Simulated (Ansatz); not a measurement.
# Ir(111) with 4 thermally displaced layers, 2x2: scattering by thermal displacements

Aim: the resistivity of Ir at 273 K from frozen thermal displacements between perfect leads.

Calculated with Ansatz 0.2.0; Ansatz plane-wave DFT, PBE, PAW files; ballistic transport by layer matching (Landauer), zero bias; PAW set soft_1.

## 1. Starting point

The cell holds 40 atoms: 40 Ir. Cell: a = 5.430 Å, b = 5.430 Å, c = 22.222 Å, α = 93.5°, β = 86.5°, γ = 120.0°. It derives from Ir. Regions: lead, 24 atoms (24 Ir); scattering region, 16 atoms (16 Ir). The structure is stacked along c, and the current runs across the ab planes.

## 2. With 4 displaced layers

Each atom of 4 layers is moved at random, by amounts drawn from a normal law 0.0353 Å wide in each direction from the Debye model (420 K) at 273 K. The layers about the cell's end stay perfect and serve as the lead. Disorder leaves little or no symmetry, which makes such runs dear. Energies from -0.05 to 0.05 eV in steps of 0.05 eV are too few for the program's thermal sum, so it prints no conductance; for a metal the transmission near the Fermi level serves, at a fraction of the cost.

The input, input.yaml:

```yaml
crystal:
  lattice:
    - [5.4297315514, 0.0, 0.0]
    - [-2.7148657757, 4.7022854592, 0.0]
    - [1.3574328878, -0.7837142432, 22.1667862353]
  atoms:
    - { symbol: Ir, position: [0.9916666667, 0.0083333333, 0.05] }
    - { symbol: Ir, position: [0.9916666667, 0.5083333333, 0.05] }
    - { symbol: Ir, position: [0.4916666667, 0.0083333333, 0.05] }
    - { symbol: Ir, position: [0.4916666667, 0.5083333333, 0.05] }
    - { symbol: Ir, position: [0.1416666667, 0.3583333333, 0.15] }
    - { symbol: Ir, position: [0.1416666667, 0.8583333333, 0.15] }
    - { symbol: Ir, position: [0.6416666667, 0.3583333333, 0.15] }
    - { symbol: Ir, position: [0.6416666667, 0.8583333333, 0.15] }
    - { symbol: Ir, position: [0.2916666667, 0.2083333333, 0.25] }
    - { symbol: Ir, position: [0.2916666667, 0.7083333333, 0.25] }
    - { symbol: Ir, position: [0.7916666667, 0.2083333333, 0.25] }
    - { symbol: Ir, position: [0.7916666667, 0.7083333333, 0.25] }
    - { symbol: Ir, position: [0.9453534539, 0.0663863927, 0.351181377] }
    - { symbol: Ir, position: [0.9527732476, 0.5701696829, 0.3480795025] }
    - { symbol: Ir, position: [0.4326589893, 0.0483870144, 0.3498283464] }
    - { symbol: Ir, position: [0.4479480986, 0.5583001717, 0.3507899548] }
    - { symbol: Ir, position: [0.0800329008, 0.4091969339, 0.4485552068] }
    - { symbol: Ir, position: [0.1062908885, 0.9152453118, 0.4515123479] }
    - { symbol: Ir, position: [0.5934169193, 0.4131103843, 0.4510480427] }
    - { symbol: Ir, position: [0.5875897589, 0.9045677738, 0.4498171628] }
    - { symbol: Ir, position: [0.2355726833, 0.2537948183, 0.5495485728] }
    - { symbol: Ir, position: [0.2402305661, 0.7636644114, 0.5474573771] }
    - { symbol: Ir, position: [0.7448187974, 0.2534906018, 0.549130298] }
    - { symbol: Ir, position: [0.7324055276, 0.7571843708, 0.5496054663] }
    - { symbol: Ir, position: [0.8908826875, 0.1043497715, 0.650149357] }
    - { symbol: Ir, position: [0.9051891482, 0.6112524571, 0.6490860911] }
    - { symbol: Ir, position: [0.3972239525, 0.10752376, 0.6509460634] }
    - { symbol: Ir, position: [0.3946958162, 0.6048840663, 0.6469249826] }
    - { symbol: Ir, position: [0.0416666667, 0.4583333333, 0.75] }
    - { symbol: Ir, position: [0.0416666667, 0.9583333333, 0.75] }
    - { symbol: Ir, position: [0.5416666667, 0.4583333333, 0.75] }
    - { symbol: Ir, position: [0.5416666667, 0.9583333333, 0.75] }
    - { symbol: Ir, position: [0.1916666667, 0.3083333333, 0.85] }
    - { symbol: Ir, position: [0.1916666667, 0.8083333333, 0.85] }
    - { symbol: Ir, position: [0.6916666667, 0.3083333333, 0.85] }
    - { symbol: Ir, position: [0.6916666667, 0.8083333333, 0.85] }
    - { symbol: Ir, position: [0.8416666667, 0.1583333333, 0.95] }
    - { symbol: Ir, position: [0.8416666667, 0.6583333333, 0.95] }
    - { symbol: Ir, position: [0.3416666667, 0.1583333333, 0.95] }
    - { symbol: Ir, position: [0.3416666667, 0.6583333333, 0.95] }
kpoints:
  mp_grid: { grid: [5, 5, 1] }
hamiltonian:
  xc: pbe
  pseudopotentials: { kind: paw, azcp: { folder: soft_1 } }
scf:
  occupations: { method: fermi_dirac, width: 0.1 }
output:
  transmission:
    leads: [[0, 4]]
    kmesh: [10, 10]
    e_range: [-0.05, 0.05]
    de: 0.05
  write_potential: true
  write_density: true
  volumetric_format: npy
  elf: true
```

Command:

```
ansatz run input.yaml --threads 4 --pin off --max-ram 15360MiB --backend cpu --events-out ev --progress --plain --runs-dir out
```

Numbers of over 12 decimals in the logs are rounded to 6 here.

What it wrote:

```text
Engine: ansatz 0.2.0, aarch64-unknown-linux-gnu
Pseudopotentials: kind: paw
Pseudopotential: Ir, paw, valence charge 17, recommended cutoff 420 eV (normal), soft_1/Ir.paw.azcp
Functional definition: PBE
  parameter kappa = 0.804
  parameter beta = 0.066725
  exchange = pbe_x(kappa = kappa, mu = beta*pi^2/3)
  correlation = pbe_c(beta = beta)
Crystal: 40 atoms, lattice volume = 565.966 Å³
Basis set: ecut = 420 eV, 11009 PW (Γ)
Bands: 408, of which v1, the nominal top of the filled ones, is band 340 counted from 1 (339 counted from 0)
Symmetry: 1 space group operations
Space group: P1 (ITA 1), of the structure as read, at distance tolerance 8.3e-5 Å
k-points: 13 of 25 (time reversal used)
Non-local potential: Ir, projectors of the file, l = 0: 3, l = 1: 2, l = 2: 2, l = 3: 1
PAW form: soft (Blöchl's): semilocal exchange-correlation on the pseudo side does not see the compensation charge
PAW one-centre angular grid: Ir, 590 points (default); XC on 64 Gauss nodes
Initial density: superposition of atomic densities (chi_scale 0.1, normalization cell)
Initial wavefunctions: pseudopotential atomic-orbital guess
Functional: x = pbe(κ = 0.804, μ = 0.219515), c = pbe(β = 0.066725)
SCF iter   1: F=—  HF=-477476.472921 eV  |F-HF|=—  |Δ(HF+E_count)|=         —  Δρ=4.94e-2  dr2=9.76e0  ethr=3.10e-3  ⟨swp⟩=5.0  Hψ=16991  notcnv=0  defer=44
preconditioner: auto → Kerker (q_TF=auto, 2.813 Å⁻¹)  [metal: Δε(μ)=0.021 eV  Ē_g=7.086 eV  σ=0.100 eV  W_gap=0.05  n_scr=228 (ndim 8)  ℏωp=29.6 eV  f_vac=0.000  D(μ)=32.76/eV (n_scr^D=320)]
SCF iter   2: F=—  HF=-477474.216358 eV  |F-HF|=—  |Δ(HF+E_count)|=    2.26e0  Δρ=2.71e-2  dr2=2.85e0  ethr=1.44e-3  ⟨swp⟩=2.0  Hψ=6426  notcnv=0  defer=254
SCF iter   3: F=—  HF=-477473.400977 eV  |F-HF|=—  |Δ(HF+E_count)|=   8.15e-1  Δρ=3.18e-3  dr2=2.04e-2  ethr=4.20e-4  ⟨swp⟩=2.2  Hψ=7927  notcnv=0  defer=254
SCF iter   4: F=—  HF=-477473.408022 eV  |F-HF|=—  |Δ(HF+E_count)|=   7.04e-3  Δρ=5.50e-4  dr2=1.74e-3  ethr=3.00e-6  ⟨swp⟩=2.0  Hψ=8087  notcnv=0  defer=254
SCF iter   5: F=—  HF=-477473.407745 eV  |F-HF|=—  |Δ(HF+E_count)|=   2.77e-4  Δρ=9.01e-5  dr2=2.77e-5  ethr=2.56e-7  ⟨swp⟩=2.5  Hψ=8365  notcnv=0  defer=254
SCF iter   6: F=—  HF=-477473.408479 eV  |F-HF|=—  |Δ(HF+E_count)|=   7.35e-4  Δρ=1.91e-5  dr2=3.22e-6  ethr=4.08e-9  ⟨swp⟩=2.4  Hψ=7830  notcnv=0  defer=254
SCF iter   7: F=—  HF=-477473.408480 eV  |F-HF|=—  |Δ(HF+E_count)|=   1.81e-7  Δρ=2.75e-6  dr2=2.69e-7  ethr=4.73e-10  ⟨swp⟩=1.0  Hψ=5050  notcnv=0  defer=254
SCF iter   8: F=-477473.408480 eV  HF=-477473.408480 eV  |F-HF|=1.40e-8  |Δ(HF+E_count)|=   5.70e-9  Δρ=7.18e-7  dr2=1.56e-8  ethr=1.47e-11  ⟨swp⟩=7.0  Hψ=12753  notcnv=0
SCF 1 converged in 8 iterations: F = -477473.408480 eV  dr2 = 1.56e-8
  greatest PAW one-centre occupation: 1.000 electrons in one spin orbital (limit 2), on the Ir atom at site 19 (counted from 0), in its partial waves of l = 0
transmission: 215 of 2132 steps passed
transmission: 429 of 2132 steps passed
[...]
transmission: 2132 of 2132 steps passed
SCF converged after 8 iterations
Free energy (F): -477473.408480 eV
Harris-Foulkes:  -477473.408480 eV  (|F-HF|=1.40e-8)
Internal energy: -477472.246207 eV  (E = F + TS)
E sigma→0 (E₀):  -477472.827343 eV
Entropy (-TS):   -1.162273 eV (-29.057 meV/atom)
Fermi energy:    25.823992 eV
--- Per-component energies (eV) ---
  E_band       = -3318.380403
  E_kinetic    = 21621.660723
  E_local      = -43952.670766  (includes V_loc(G=0)·N_el)
  E_nonlocal   = 7595.769511
  E_hartree    = 16461.862054
  E_xc         = -9223.692974
  E_vxc        = -10286.915235  (∫ρ·V_xc dr)
  E_paw        = -370606.979894  (= ΣΔE_a)
  E_vpaw       = -11219.969667  (= ΣTr[D̂ρ^β])
  E_aug_tail   = 0.013792  (compensation charges beyond the density's cutoff)
  E_ewald      = -99368.208652
  E_smearing   = -1.162273  (= −TS)
  E_closure    = -0.000000  (closes the sum)
  Σ components = -477473.408480   (vs F -477473.408480, Δ=0.00e0)
--- Band table (eV; the first three rows and the last of 13) ---
  k-point 0: bands = [... 336 lower, 26.6699, 26.6830, 26.6904, 26.6963, 26.7049, 26.7099, 26.7123, 26.7159, ... 64 higher]
  k-point 1: bands = [... 336 lower, 26.0950, 26.1204, 26.1311, 26.1689, 26.1912, 26.2178, 26.2468, 26.2702, ... 64 higher]
  k-point 2: bands = [... 336 lower, 25.1360, 25.1797, 25.2163, 25.3400, 25.3480, 25.3785, 25.4960, 25.5094, ... 64 higher]
  k-point 12: bands = [... 336 lower, 25.7320, 25.7771, 25.8151, 25.8487, 25.8658, 25.8858, 25.9078, 25.9365, ... 64 higher]
--- Transmission ---
  basis      : 223 plane waves across, 41 finite elements along
  points     : 52, standing for a mesh of 10 x 10
  energies   : 3 from -0.050000 to 0.050000 eV about the Fermi level, 0.050000 eV apart; the leads are filled to 0.000000 eV, and channels, transmission and decay are at 0.000000 eV
  crystal 0  : Ir4, at the sites [0, 4], period 2.2167 Å, over 13.30 Å; its Hamiltonian steps by up to 7.8 meV
    offset         : up to 0.0000 Å between an atom of the period and one for which it stands
    channels       : 5.780000e0 a spin
    conductance    : none, the energies end too early or step too widely for 300 K: set another output.transmission.e_range or a lower de, or, where they end at an eighth of basis.ecutwfc, a higher one
  junction   : crystal 0 to crystal 0, 0.70 to 20.65 Å
    transmission   : 5.530036e0 a spin
    conductance    : none, the energies end too early or step too widely for 300 K: set another output.transmission.e_range or a lower de, or, where they end at an eighth of basis.ecutwfc, a higher one
```

Run time: 8 min. Hardware: 4 threads of Arm Neoverse V1, shared host; peak memory 5.1 GiB.

The column dr2 measures how far the density is from self-consistency, as an energy; F and HF (Harris–Foulkes) agree once it is small.

Numbers from this step:

- free energy: -477473.4085 eV
- energy at zero smearing: -477472.8273 eV
- Fermi energy: 25.82 eV
- cell area: 25.53 Å²
- transmission per spin nearest the Fermi level: 5.530
- open channels per spin nearest the Fermi level: 5.78
- step of the lead's potential: 7.8 meV

Per spin. Transmission, zone mean against energy, zero at the Fermi level:

| energy (eV) | transmission, zone mean |
| --- | --- |
| -0.0500 | 5.65 |
| 0.0000 | 5.53 |
| 0.0500 | 5.81 |

Per spin. Open channels, zone mean, lead against energy, zero at the Fermi level:

| energy (eV) | open channels, zone mean, lead |
| --- | --- |
| -0.0500 | 5.9 |
| 0.0000 | 5.78 |
| 0.0500 | 6.14 |

Transmission over k1 and k2. At 0.0000 eV from the Fermi level.

Ten even steps from '0' (3.85) to '9' (7.80):
```
4420244444
2246642244
2062226024
4262992624
5442999244
4426299262
2420622260
2442246642
4444442024
4422454224
```
Columns: k1 (b1) from -0.5 to 0.4; rows upwards: k2 (b2) from -0.5 to 0.4.

Open channels over k1 and k2. At 0.0000 eV from the Fermi level.

Ten even steps from '0' (4.00) to '9' (8.00):
```
5520255555
2257752255
2072227025
5272992725
5552999255
5527299272
2520722270
2552257752
5555552025
5522555225
```
Columns: k1 (b1) from -0.5 to 0.4; rows upwards: k2 (b2) from -0.5 to 0.4.

Valence density in the ca plane at fractional y = 0.048, with atoms of Ir within 0.2 Å of it. It is the smooth field of the valence electrons, not physical close to the nuclei.

Ten even steps from '0' (0.2 e/Å³) to '9' (9.5 e/Å³), each cell a mean:
```
00000000000289720000000000000135410001100000
00000000000168620000000000000169720000000000
00000011000012200000000000000147620000000000
01000012100000000012100000000012100001000000
00000011100000000023200000000000000024310000
00000000000011000012100000000000000147620000
00000000000156410000000000000011100025410000
00000000000389720000000000000136410001100000
00000000000268620000000000000158730000000000
00000011000023200000000000000146520000000000
01000012100000000013200000000012100001000000
00000011100000000024310000000000000024310000
00000000000011100012100000000000000147620000
00000000000156410000000000000001000025410000
```
Columns run along c (16.0 Å, from fractional 0.14 to 0.86 of the cell), rows up along a (5.4 Å). Atoms in or near the plane, at fractional coordinates: Ir at (0.35, 0.95), Ir at (0.35, 0.43).

ELF in the ca plane at fractional y = 0.048, with atoms of Ir within 0.2 Å of it. It is the smooth field of the valence electrons, not physical close to the nuclei.

Values, 8 rows by 16 columns, each cell a mean:
```
0.30 0.20 0.28 0.29 0.50 0.46 0.30 0.25 0.21 0.31 0.35 0.56 0.36 0.32 0.28 0.30
0.32 0.29 0.36 0.30 0.40 0.37 0.30 0.29 0.26 0.32 0.34 0.55 0.36 0.29 0.24 0.26
0.33 0.30 0.40 0.31 0.30 0.30 0.39 0.42 0.30 0.31 0.25 0.32 0.31 0.49 0.37 0.31
0.30 0.21 0.28 0.29 0.46 0.40 0.31 0.33 0.28 0.30 0.27 0.34 0.32 0.53 0.41 0.30
0.30 0.20 0.28 0.29 0.50 0.46 0.30 0.26 0.22 0.31 0.34 0.56 0.37 0.32 0.28 0.30
0.32 0.29 0.36 0.31 0.40 0.38 0.32 0.33 0.26 0.32 0.33 0.55 0.36 0.29 0.24 0.26
0.33 0.30 0.40 0.31 0.31 0.30 0.40 0.46 0.31 0.30 0.25 0.31 0.31 0.49 0.37 0.31
0.30 0.21 0.28 0.29 0.47 0.40 0.31 0.34 0.28 0.30 0.27 0.33 0.31 0.53 0.41 0.30
```
Columns run along c (16.0 Å, from fractional 0.14 to 0.86 of the cell), rows up along a (5.4 Å). Atoms in or near the plane, at fractional coordinates: Ir at (0.35, 0.95), Ir at (0.35, 0.43).

Electrostatic potential energy in the ca plane at fractional y = 0.048, with atoms of Ir within 0.2 Å of it. With pseudopotentials it is smooth inside the atoms' cores, unlike the true potential.

Ten even steps from '0' (-42 eV) to '9' (27 eV), each cell a mean:
```
99999999998300038999999999999620268976689999
99999998998500048999999999998500038999999999
77899866799853479988899999999610048999999998
76799744689998899854689988899864479976789999
87899855689999999742479987899998899731268999
99999987899865799864589987899999999620048999
99999999998510269987899999999875689741158999
99999999998300048999999999999620158976689999
99999998998400048999999999999500038999999999
77899866799743479987799999999620048999999998
76799744689988899853479988999964579976789999
87899855689999999742368987899998999731268999
99999987899865689864579987899999999620048999
99999999998510169988899998999876789741158999
```
Columns run along c (16.0 Å, from fractional 0.14 to 0.86 of the cell; values clipped at the 3rd and 97th percentile), rows up along a (5.4 Å). Atoms in or near the plane, at fractional coordinates: Ir at (0.35, 0.95), Ir at (0.35, 0.43).

Over the solved energies the transmission per spin lies between 5.53 and 5.81, out of 5.94 channels of the lead on average (up to 6.14).

[end of part 1 of 2]

[Logs are printed without paths, hosts, clocks, repeated set-up lines and the standing remarks that a program may print on its own settings, such as how far it seeks lower states.]

[Hosts, paths, dates, database ids (printed as entryN), source tags and the programs' standing remarks are cut or masked in the printed files.]
